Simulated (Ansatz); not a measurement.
## CdSe (F-43m): thermal expansion under pressure

Aim: how pressure changes the thermal expansion of CdSe. The starting cell is a computed one from a database.

Program: Ansatz 0.2.0. Level of theory: DFT RPBE, scalar-relativistic, plane waves, PAW. Results are calculated unless marked as measured.

**1. The structure**

It takes space group F-43m (No. 216, cubic). Conventional cell: a = 6.141 Å, b = 6.141 Å, c = 6.141 Å, α = 90.00°, β = 90.00°, γ = 90.00°. Nearest to Cd lie 4 Se at 2.66 Å. Nearest to Se lie 4 Cd at 2.66 Å. Farther neighbours and most contacts between anions are not listed.

**2. A first coarse run**

Before spending time, one coarse run tells the gap and the pressure of the starting cell.

input.yaml reads:

```yaml
crystal:
  lattice:
    - [0.0, 3.0702711986, 3.0702711986]
    - [3.0702711986, 0.0, 3.0702711986]
    - [3.0702711986, 3.0702711986, 0.0]
  atoms:
    - { symbol: Cd, position: [0.0, 0.0, 0.0] }
    - { symbol: Se, position: [0.75, 0.75, 0.75] }
kpoints:
  mp_grid: { grid: [6, 6, 6] }
hamiltonian:
  xc: rpbe
scf:
  occupations: { method: gaussian, width: 0.1 }
  lower_state_search: "off"
output:
  forces: true
  stress: true
  eigenvalues: true
```

The run is started by

```bash
ansatz run input.yaml --threads 8 --pin off --max-ram 16384MiB --backend cpu --events-out ev --progress --plain --runs-dir out
```

Numbers of over 12 decimals in the logs are rounded to 6 here.

What it wrote:

```text
Engine: ansatz 0.2.0, aarch64-unknown-linux-gnu
Pseudopotentials: kind: paw
Pseudopotential: Cd, paw, valence charge 20, recommended cutoff 420 eV (normal), Cd.paw.azcp
Pseudopotential: Se, paw, valence charge 16, recommended cutoff 420 eV (normal), Se.paw.azcp
Functional definition: RPBE
  parameter kappa = 0.804
  parameter beta = 0.066725
  exchange = rpbe_x(kappa = kappa, mu = beta*pi^2/3)
  correlation = pbe_c(beta = beta)
Crystal: 2 atoms, lattice volume = 57.884 Å³
Basis set: ecut = 420 eV, 1139 PW (Γ), exchange–correlation on 60×60×60 points (8 copies of the dense FFT grid, shifted against one another)
Bands: 22, of which v1, the nominal top of the filled ones, is band 18 counted from 1 (17 counted from 0)
Symmetry: 24 space group operations
Space group: F-43m (ITA 216), of the structure as read, at distance tolerance 3.9e-5 Å
k-points: 16 of 216 (time reversal used)
Non-local potential: Cd, projectors of the file, l = 0: 3, l = 1: 2, l = 2: 2, l = 3: 1
Non-local potential: Se, projectors of the file, l = 0: 2, l = 1: 2, l = 2: 3, l = 3: 1
PAW form: soft (Blöchl's): semilocal exchange-correlation on the pseudo side does not see the compensation charge
PAW frozen core: Cd, regenerated for the run's functional, and the local potential with it (the file was generated under x = pbe(κ = 0.804, μ = 0.219515), c = pbe(β = 0.066725))
PAW frozen core: Se, regenerated for the run's functional, and the local potential with it (the file was generated under x = pbe(κ = 0.804, μ = 0.219515), c = pbe(β = 0.066725))
PAW one-centre angular grid: Cd, 590 points (default); XC on 64 Gauss nodes
PAW one-centre angular grid: Se, 590 points (default); XC on 64 Gauss nodes
Initial density: superposition of atomic densities (neutral atoms: chi_scale 0, normalization atom), corrected by the library's trained network
Initial wavefunctions: pseudopotential atomic-orbital guess
Functional: x = rpbe, c = pbe(β = 0.066725)
SCF iter   1: F=—  HF=-13739.114425 eV  |F-HF|=—  |Δ(HF+E_count)|=         —  Δρ=2.77e-3  dr2=3.37e-3  ethr=1.77e-3  ⟨swp⟩=5.5  Hψ=1494  notcnv=0
preconditioner: auto → none  [insulator: Δε(μ)=0.725 eV  Ē_g=12.167 eV  σ=0.100 eV  W_gap=1.00  n_scr=14 (ndim 8)  ℏωp=20.7 eV  f_vac=0.215  D(μ)=0.00/eV (n_scr^D=0)  ε∞_Penn≈3.9]
SCF iter   2: F=—  HF=-13739.114338 eV  |F-HF|=—  |Δ(HF+E_count)|=   8.67e-5  Δρ=9.83e-4  dr2=3.29e-4  ethr=9.36e-6  ⟨swp⟩=2.2  Hψ=735  notcnv=0
SCF iter   3: F=—  HF=-13739.114347 eV  |F-HF|=—  |Δ(HF+E_count)|=   8.64e-6  Δρ=4.56e-4  dr2=6.60e-5  ethr=9.14e-7  ⟨swp⟩=2.0  Hψ=480  notcnv=0
SCF iter   4: F=—  HF=-13739.114375 eV  |F-HF|=—  |Δ(HF+E_count)|=   2.77e-5  Δρ=1.84e-4  dr2=2.26e-5  ethr=1.83e-7  ⟨swp⟩=3.0  Hψ=576  notcnv=0
SCF iter   5: F=—  HF=-13739.114377 eV  |F-HF|=—  |Δ(HF+E_count)|=   1.91e-6  Δρ=4.10e-5  dr2=1.16e-6  ethr=6.27e-8  ⟨swp⟩=2.0  Hψ=496  notcnv=0
SCF iter   6: F=-13739.114377 eV  HF=-13739.114377 eV  |F-HF|=4.73e-8  |Δ(HF+E_count)|=   3.88e-7  Δρ=7.93e-6  dr2=3.03e-8  ethr=2.78e-10  ⟨swp⟩=3.0  Hψ=1390  notcnv=0
SCF 1 converged in 6 iterations: F = -13739.114377 eV  dr2 = 3.03e-8
  greatest PAW one-centre occupation: 1.000 electrons in one spin orbital (limit 2), on the Cd atom at site 0 (counted from 0), in its partial waves of l = 0
SCF converged after 6 iterations
Free energy (F): -13739.114377 eV
Harris-Foulkes:  -13739.114377 eV  (|F-HF|=4.73e-8)
Internal energy: -13739.114377 eV  (E = F + TS)
E sigma→0 (E₀):  -13739.114377 eV
Fermi energy:    7.567944 eV
--- Per-component energies (eV) ---
  E_band       = -896.824823
  E_kinetic    = 623.467982
  E_local      = -6441.495909  (includes V_loc(G=0)·N_el)
  E_nonlocal   = -564.996606
  E_hartree    = 3062.457613
  E_xc         = -281.476457
  E_vxc        = -319.659779  (∫ρ·V_xc dr)
  E_paw        = -6008.397266  (= ΣΔE_a)
  E_vpaw       = -319.048306  (= ΣTr[D̂ρ^β])
  E_aug_tail   = -0.000603  (compensation charges beyond the density's cutoff)
  E_ewald      = -4128.286353
  E_core_change = -0.386779  (= ΣΔE_core)
  E_smearing   = -0.000000  (= −TS)
  E_closure    = -0.000000  (closes the sum)
  Σ components = -13739.114377   (vs F -13739.114377, Δ=0.00e0)
--- Forces (eV/Å), atoms counted from 1 ---
  atom   1  Cd    -0.00000000     0.00000000     0.00000000
  atom   2  Se     0.00000000    -0.00000000    -0.00000000
  max |Σ_I F_I| component: 8.33e-17 eV/Å
--- Stress (GPa, compression-positive) ---
        3.199869       0.000000      -0.000000
        0.000000       3.199869       0.000000
        0.000000       0.000000       3.199869
  P = ⅓ Tr σ = 3.1999 GPa (31.999 kbar)
--- Band table (eV; the first three rows and the last of 16) ---
  k-point 0: bands = [... 14 lower, -0.3056, 7.1978, 7.1978, 7.1978, 7.9234, 13.2164, 13.2164, 13.2164]
  k-point 1: bands = [... 14 lower, -0.3062, 5.5869, 7.0024, 7.0024, 9.1770, 13.0037, 13.5266, 13.5266]
  k-point 2: bands = [... 14 lower, -0.2766, 3.8505, 6.6547, 6.6547, 9.6962, 13.7790, 13.7790, 13.8562]
  k-point 15: bands = [... 14 lower, 0.1214, 3.3664, 5.1971, 5.2240, 11.7505, 11.8222, 14.8261, 15.3759]
```

The job ended after 1 s (8 threads of Arm Neoverse V1, shared host; peak memory 0.37 GiB).

In the SCF lines HF is the Harris–Foulkes energy and dr2 the Hartree energy of the density residual, in eV; the loop may stop once dr2 is under the threshold and the program's other checks hold. Hψ counts applications of the Hamiltonian.

Numbers from this step:

| Item | Value |
| --- | --- |
| pressure | 3.200 GPa |
| volume per atom | 28.94 Å³/atom |
| gap on the k-mesh | 0.7256 eV |

The start is under 3.2 GPa at this level and looks like an insulator or semiconductor on this mesh.

**3. Finding the static equilibrium**

Phonons are second derivatives about a minimum, so cell and atoms are relaxed first, inside the symmetry of the start.

input.yaml, the sections that differ from step 2:

```yaml
kpoints:
  mp_grid: { grid: [8, 8, 8] }
scf:
  occupations: { method: gaussian, width: 0.02 }
  lower_state_search: "off"
relax:
  adjacent_minimum: "off"
  f_tol: 0.005
  max_steps: 80
  cell: { stress_tol: 0.05 }
# crystal, hamiltonian, output: as in step 2
```

What it wrote:

```text
[...]
Crystal: 2 atoms, lattice volume = 57.884 Å³
Basis set: ecut = 420 eV, 1139 PW (Γ), exchange–correlation on 60×60×60 points (8 copies of the dense FFT grid, shifted against one another)
Bands: 22, of which v1, the nominal top of the filled ones, is band 18 counted from 1 (17 counted from 0)
Symmetry: 24 space group operations
[...]
k-points: 29 of 512 (time reversal used)
[...]
SCF iter   1: F=—  HF=-13739.117650 eV  |F-HF|=—  |Δ(HF+E_count)|=         —  Δρ=2.72e-3  dr2=3.24e-3  ethr=1.77e-3  ⟨swp⟩=6.0  Hψ=2766  notcnv=0
[...]
SCF iter   6: F=-13739.117661 eV  HF=-13739.117661 eV  |F-HF|=4.85e-8  |Δ(HF+E_count)|=   3.26e-7  Δρ=7.13e-6  dr2=2.19e-8  ethr=2.78e-10  ⟨swp⟩=5.2  Hψ=2708  notcnv=0
SCF 1 converged in 6 iterations: F = -13739.117661 eV  dr2 = 2.19e-8
[...]
relax step   1: F+E_penalty+E_count = -13739.11766126 eV  Δ(F+E_penalty+E_count) = +0.000e0 eV  max|allowed force component| = 9.946e-17 eV/Å  Δτ_max = 0.0000 Å  P = +3.190 GPa  Ω = 57.884 Å³  (6 SCF iters, dr2 threshold 1.00e-7 eV, accepted)
Crystal: 2 atoms, lattice volume = 62.961 Å³
Basis set: ecut = 420 eV, 1243 PW (Γ), exchange–correlation on 60×60×60 points (8 copies of the dense FFT grid, shifted against one another)
[...]
iter 1 solved again at ethr=2.05e-5 eV; its pass at ethr=3.10e-3 eV (dr2=7.37e-3 eV) is discarded
[...]
SCF iter   6: F=-13739.153963 eV  HF=-13739.153963 eV  |F-HF|=2.43e-8  |Δ(HF+E_count)|=   1.99e-6  Δρ=4.01e-6  dr2=1.05e-8  ethr=5.56e-10  ⟨swp⟩=6.9  Hψ=3045  notcnv=0
SCF 2 converged in 6 iterations: F = -13739.153963 eV  dr2 = 1.05e-8
relax step   2: F+E_penalty+E_count = -13739.15396337 eV  Δ(F+E_penalty+E_count) = -3.630e-2 eV  max|allowed force component| = 4.048e-17 eV/Å  Δτ_max = 0.0000 Å  P = -0.543 GPa  Ω = 62.961 Å³  energy of the carried Pulay correction = -1.029e-3 eV  (6 SCF iters, dr2 threshold 2.00e-7 eV, accepted)
Crystal: 2 atoms, lattice volume = 62.168 Å³
[...]
SCF iter   4: F=-13739.155641 eV  HF=-13739.155641 eV  |F-HF|=1.42e-7  |Δ(HF+E_count)|=   1.63e-6  Δρ=1.55e-5  dr2=1.13e-7  ethr=5.56e-10  ⟨swp⟩=4.1  Hψ=3170  notcnv=0
SCF 3 converged in 4 iterations: F = -13739.155641 eV  dr2 = 1.13e-7
relax step   3: F+E_penalty+E_count = -13739.15564071 eV  Δ(F+E_penalty+E_count) = -1.677e-3 eV  max|allowed force component| = 3.354e-17 eV/Å  Δτ_max = 0.0000 Å  P = -0.068 GPa  Ω = 62.168 Å³  energy of the carried Pulay correction = -8.773e-4 eV  (4 SCF iters, dr2 threshold 2.00e-7 eV, accepted)
[...]
relax step   4: F+E_penalty+E_count = -13739.15568442 eV  Δ(F+E_penalty+E_count) = -4.371e-5 eV  max|allowed force component| = 4.106e-17 eV/Å  Δτ_max = 0.0000 Å  P = -0.003 GPa  Ω = 62.063 Å³  energy of the carried Pulay correction = -8.571e-4 eV  (5 SCF iters, dr2 threshold 1.16e-8 eV, accepted)
[...]
SCF iter   8: F=-13739.156438 eV  HF=-13739.156438 eV  |F-HF|=3.64e-11  |Δ(HF+E_count)|=   2.71e-9  Δρ=9.13e-8  dr2=1.06e-11  ethr=1.00e-12  ⟨swp⟩=6.1  Hψ=2635  notcnv=0
SCF 5 converged in 8 iterations: F = -13739.156438 eV  dr2 = 1.06e-11
relax step   5: F+E_penalty+E_count = -13739.15643847 eV  Δ(F+E_penalty+E_count) = -7.541e-4 eV  max|allowed force component| = 4.742e-17 eV/Å  Δτ_max = 0.0000 Å  P = -0.012 GPa  Ω = 62.063 Å³  stress off target by 1.22e-2 GPa  SCF on the basis re-selected at this cell (its energy is not comparable with the rows above)  (8 SCF iters)
basis re-selected at this cell: Δ(F+E_penalty+E_count) = -7.541e-4 eV, ΔP = -0.009 GPa vs the last step (what re-selecting the basis moved, of the pressure what is left beyond the Pulay correction that the steps carried, after the strain that the cell walked since its last selection, with what the two solves' SCF thresholds leave and, on support functions, any second-order correction that the steps lacked; it is no m [...]
SCF converged after 8 iterations
Free energy (F): -13739.156438 eV
[...]
Internal energy: -13739.156438 eV  (E = F + TS)
E sigma→0 (E₀):  -13739.156438 eV
Fermi energy:    6.556561 eV
[...]
--- Stress (GPa, compression-positive) ---
       -0.012201      -0.000000      -0.000000
       -0.000000      -0.012201      -0.000000
       -0.000000       0.000000      -0.012201
  P = ⅓ Tr σ = -0.0122 GPa (-0.122 kbar)
--- Band table (eV; the first three rows and the last of 29) ---
  k-point 0: bands = [... 14 lower, -1.1203, 6.2659, 6.2659, 6.2659, 6.8464, 12.2687, 12.2687, 12.2687]
  k-point 1: bands = [... 14 lower, -1.1208, 5.1789, 6.1649, 6.1649, 7.7836, 12.0603, 12.4451, 12.4451]
  k-point 2: bands = [... 14 lower, -1.1182, 3.9010, 5.9394, 5.9394, 8.4950, 12.2160, 12.7349, 12.7349]
  k-point 28: bands = [... 14 lower, -0.7498, 2.7640, 4.4150, 4.4855, 10.9276, 11.6507, 12.6751, 14.0506]
--- Relaxed structure (4 steps of the walk, 4 accepted, 1 SCFs on fresh bases) ---
  F+E_penalty+E_count = -13739.15643847 eV   max|allowed force component| = 4.742e-17 eV/Å   (the final SCF, on the basis selected at the relaxed cell)
  cell:  # Å, volume = 62.0631 Å³
    - [0, 3.142445, 3.142445]
    - [3.142445, 0, 3.142445]
    - [3.142445, 3.142445, 0]
  atoms:
    - { symbol: Cd, position: [0, 0, 0] }
    - { symbol: Se, position: [0.75, 0.75, 0.75] }
```

It took 3.5 s on 8 threads; peak memory 0.45 GiB.

The steps of the relaxation:

```
step  energy less that of the first step (eV)  largest force component (eV/Å)  pressure (GPa)  volume (Å³)
   1                                   0.0000                          0.0000            3.19        57.88
   2                                  -0.0363                          0.0000           -0.54        62.96
   3                                  -0.0380                          0.0000           -0.07        62.17
   4                                  -0.0380                          0.0000            0.00        62.06
  5*                                  -0.0388                          0.0000           -0.01        62.06
```

Relaxation steps marked * repeat the geometry before them on a plane-wave basis chosen anew for their cell, so energy and pressure can jump there.

Forces are held to the 24 operations that the run works with; a distortion that breaks them can't arise in this run.

```
conventional cell, symmetrised  before  after  change
                         a (Å)   6.141  6.285  +2.4 %
                         b (Å)   6.141  6.285  +2.4 %
                         c (Å)   6.141  6.285  +2.4 %
              volume (Å³/atom)   28.94  31.03  +7.2 %
```

Final coordinates:

```cif
data_structure
_symmetry_space_group_name_H-M 'P 1'
_symmetry_Int_Tables_number 1
_cell_length_a 4.4441
_cell_length_b 4.4441
_cell_length_c 4.4441
_cell_angle_alpha 60.000
_cell_angle_beta 60.000
_cell_angle_gamma 60.000
_cell_volume 62.06
loop_
_atom_site_label
_atom_site_type_symbol
_atom_site_fract_x
_atom_site_fract_y
_atom_site_fract_z
_atom_site_occupancy
Cd1 Cd 0.00000 0.00000 0.00000 1
Se2 Se 0.75000 0.75000 0.75000 1
```

This step gave:

- pressure: -0.01220 GPa
- gap on the k-mesh: 0.5805 eV
- volume per atom: 31.03 Å³/atom

The relaxation ends with a pressure of -0.01 GPa.

**4. A second relaxation**

The relaxation is run once more from where the first one ended, as the script does after a large change of volume or of the gap, with mesh and occupations reviewed.

input.yaml, the sections that differ from step 3:

```yaml
crystal:
  lattice:
    - [0.0, 3.1424453727, 3.1424453727]
    - [3.1424453727, 0.0, 3.1424453727]
    - [3.1424453727, 3.1424453727, 0.0]
  atoms:
    - { symbol: Cd, position: [0.0, 0.0, 0.0] }
    - { symbol: Se, position: [0.75, 0.75, 0.75] }
kpoints:
  mp_grid: { grid: [10, 10, 10] }
output:
  forces: true
  stress: true
  eigenvalues: true
  write_density: true
  write_potential: true
  elf: true
  volumetric_format: npy
# hamiltonian, scf, relax: as in step 3
```

What it wrote:

```text
[...]
Crystal: 2 atoms, lattice volume = 62.063 Å³
Basis set: ecut = 420 eV, 1243 PW (Γ), exchange–correlation on 60×60×60 points (8 copies of the dense FFT grid, shifted against one another)
Bands: 22, of which v1, the nominal top of the filled ones, is band 18 counted from 1 (17 counted from 0)
Symmetry: 24 space group operations
[...]
k-points: 47 of 1000 (time reversal used)
[...]
SCF iter   1: F=—  HF=-13739.156912 eV  |F-HF|=—  |Δ(HF+E_count)|=         —  Δρ=2.59e-3  dr2=3.16e-3  ethr=1.77e-3  ⟨swp⟩=5.9  Hψ=4488  notcnv=0
[...]
SCF iter   6: F=-13739.156939 eV  HF=-13739.156939 eV  |F-HF|=8.93e-8  |Δ(HF+E_count)|=   8.04e-7  Δρ=6.22e-6  dr2=1.94e-8  ethr=2.78e-10  ⟨swp⟩=6.0  Hψ=6283  notcnv=0
SCF 1 converged in 6 iterations: F = -13739.156939 eV  dr2 = 1.94e-8
[...]
relax step   1: F+E_penalty+E_count = -13739.15693898 eV  Δ(F+E_penalty+E_count) = +0.000e0 eV  max|allowed force component| = 1.064e-16 eV/Å  Δτ_max = 0.0000 Å  P = -0.012 GPa  Ω = 62.063 Å³  (6 SCF iters, dr2 threshold 1.00e-7 eV, accepted)
[...]
SCF iter   5: F=-13739.156939 eV  HF=-13739.156939 eV  |F-HF|=1.02e-10  |Δ(HF+E_count)|=  2.47e-10  Δρ=1.07e-7  dr2=7.89e-12  ethr=1.00e-12  ⟨swp⟩=5.7  Hψ=4264  notcnv=0
SCF 2 converged in 5 iterations: F = -13739.156939 eV  dr2 = 7.89e-12
relax step   2: F+E_penalty+E_count = -13739.15693900 eV  Δ(F+E_penalty+E_count) = -2.787e-8 eV  max|allowed force component| = 1.110e-16 eV/Å  Δτ_max = 0.0000 Å  P = -0.012 GPa  Ω = 62.063 Å³  stress off target by 1.20e-2 GPa  SCF on the basis re-selected at this cell (its energy is not comparable with the rows above)  (5 SCF iters)
[...]
SCF converged after 5 iterations
Free energy (F): -13739.156939 eV
[...]
Internal energy: -13739.156939 eV  (E = F + TS)
E sigma→0 (E₀):  -13739.156939 eV
Fermi energy:    6.556100 eV
[...]
--- Stress (GPa, compression-positive) ---
       -0.012007       0.000000      -0.000000
        0.000000      -0.012007       0.000000
       -0.000000       0.000000      -0.012007
  P = ⅓ Tr σ = -0.0120 GPa (-0.120 kbar)
--- Band table (eV; the first three rows and the last of 47) ---
  k-point 0: bands = [... 14 lower, -1.1202, 6.2653, 6.2653, 6.2653, 6.8461, 12.2686, 12.2686, 12.2686]
  k-point 1: bands = [... 14 lower, -1.1205, 5.4417, 6.1989, 6.1989, 7.5770, 12.1089, 12.3866, 12.3866]
  k-point 2: bands = [... 14 lower, -1.1199, 4.3953, 6.0345, 6.0345, 8.2853, 12.0523, 12.6351, 12.6351]
  k-point 46: bands = [... 14 lower, -0.7570, 2.7527, 4.4459, 4.5082, 10.8201, 11.2509, 13.1597, 14.1691]
--- Relaxed structure (1 steps of the walk, 1 accepted, 1 SCFs on fresh bases) ---
[...]
cell:  # Å, volume = 62.0631 Å³
    - [0.0, 3.1424453727, 3.1424453727]
    - [3.1424453727, 0.0, 3.1424453727]
    - [3.1424453727, 3.1424453727, 0.0]
  atoms:
    - { symbol: Cd, position: [0.0, 0.0, 0.0] }
    - { symbol: Se, position: [0.750000, 0.750000, 0.750000] }
```

Wall time 2.4 s (8 threads); peak memory 0.49 GiB.

Little changed from the start: no atom moved by 0.005 Å and no cell edge by 0.1 %.

This step gave:

* pressure: -0.01201 GPa
* gap on the k-mesh: 0.5808 eV

Electrostatic potential energy in the ac plane of a cell with a along [110], b along [-110] and c along [001] of the cube at fractional y = 0.000, with atoms of Cd and Se within 0.2 Å of it. With pseudopotentials it is smooth inside the atoms' cores, unlike the true potential.

Values in eV, 9 rows by 16 columns, each cell a mean:
```
-18  -8   7  10  11   8  -3 -17 -18  -8   7  10  11   8  -3 -17
  1   6  10  11  11  10   7   2   1   6  10  11  11  10   7   2
 10  11  11  11  11  11  11  10  10  11  11  11  11  11  11  10
 11  11  11  11  11  11  11  11  11  11  11  11  11  11  11  11
 11  11  11  10   9  10  11  11  11  11  11  10   9  10  11  11
 11  11   5  -6  -7   1  10  11  11  11   5  -6  -7   1  10  11
  9   9  -5  -4  -1  -9   7  10   9   9  -5  -4  -1  -9   7  10
 -4   3   1  -8  -8  -3   4  -3  -4   3   1  -8  -8  -3   4  -3
-19 -11   6   7   7   7  -5 -18 -19 -11   6   7   7   7  -5 -18
```
Columns run along a (8.9 Å; values clipped at the 3rd and 97th percentile), rows up along c (6.3 Å), edges of the conventional cell, whose origin can differ from the input's. Atoms in or near the plane, at fractional coordinates: Cd at (0.50, 0.00), Cd at (0.00, 0.00), Se at (0.75, 0.25), Se at (0.25, 0.25).

ELF in the ac plane of a cell with a along [110], b along [-110] and c along [001] of the cube at fractional y = 0.000, with atoms of Cd and Se within 0.2 Å of it. It is the smooth field of the valence electrons, not physical close to the nuclei.

Ten even steps from '0' (0.00) to '9' (0.83), each cell a mean:
```
8642122212468752112211257
5431100011345532100001235
2211000001122221100001122
1110000000111110000000111
0000000000000000000000000
0000000000000000000000000
0000000000000000000000000
0000122210000000012210000
0002456542000001356653100
0025788875200013688886310
0147898987410026899998620
0268975798620147985588731
1269841589621148972279841
1248974798411126985589621
3226998995234323899998323
7523688862357642488884246
9742356532479852246642258
```
Columns run along a (8.9 Å), rows up along c (6.3 Å), edges of the conventional cell, whose origin can differ from the input's. Atoms in or near the plane, at fractional coordinates: Cd at (0.50, 0.00), Cd at (0.00, 0.00), Se at (0.75, 0.25), Se at (0.25, 0.25).

Valence density in the ac plane of a cell with a along [110], b along [-110] and c along [001] of the cube at fractional y = 0.000, with atoms of Cd and Se within 0.2 Å of it. It is the smooth field of the valence electrons, not physical close to the nuclei.

Values in e/Å³, 9 rows by 16 columns, each cell a mean:
```
10  2  0  0  0  0  1  7 10  2  0  0  0  0  1  7
 0  0  0  0  0  0  0  0  0  0  0  0  0  0  0  0
 0  0  0  0  0  0  0  0  0  0  0  0  0  0  0  0
 0  0  0  0  0  0  0  0  0  0  0  0  0  0  0  0
 0  0  0  0  0  0  0  0  0  0  0  0  0  0  0  0
 0  0  0  1  2  0  0  0  0  0  0  1  2  0  0  0
 0  0  1 13 20  2  0  0  0  0  1 13 20  2  0  0
 1  0  1  3  5  1  0  1  1  0  1  3  5  1  0  1
14  3  0  0  0  0  1 11 14  3  0  0  0  0  1 11
```
Columns run along a (8.9 Å), rows up along c (6.3 Å), edges of the conventional cell, whose origin can differ from the input's. Atoms in or near the plane, at fractional coordinates: Cd at (0.50, 0.00), Cd at (0.00, 0.00), Se at (0.75, 0.25), Se at (0.25, 0.25).

(Continued in part 2 of 3.)

[Logs are printed without paths, hosts, clocks, repeated set-up lines and the standing remarks that a program may print on its own settings, such as how far it seeks lower states.]

[Hosts, paths, dates, database ids (printed as entryN), source tags and the programs' standing remarks are cut or masked in the printed files.]

[A step with changed settings may run another functional than the one named; its input shows which.]
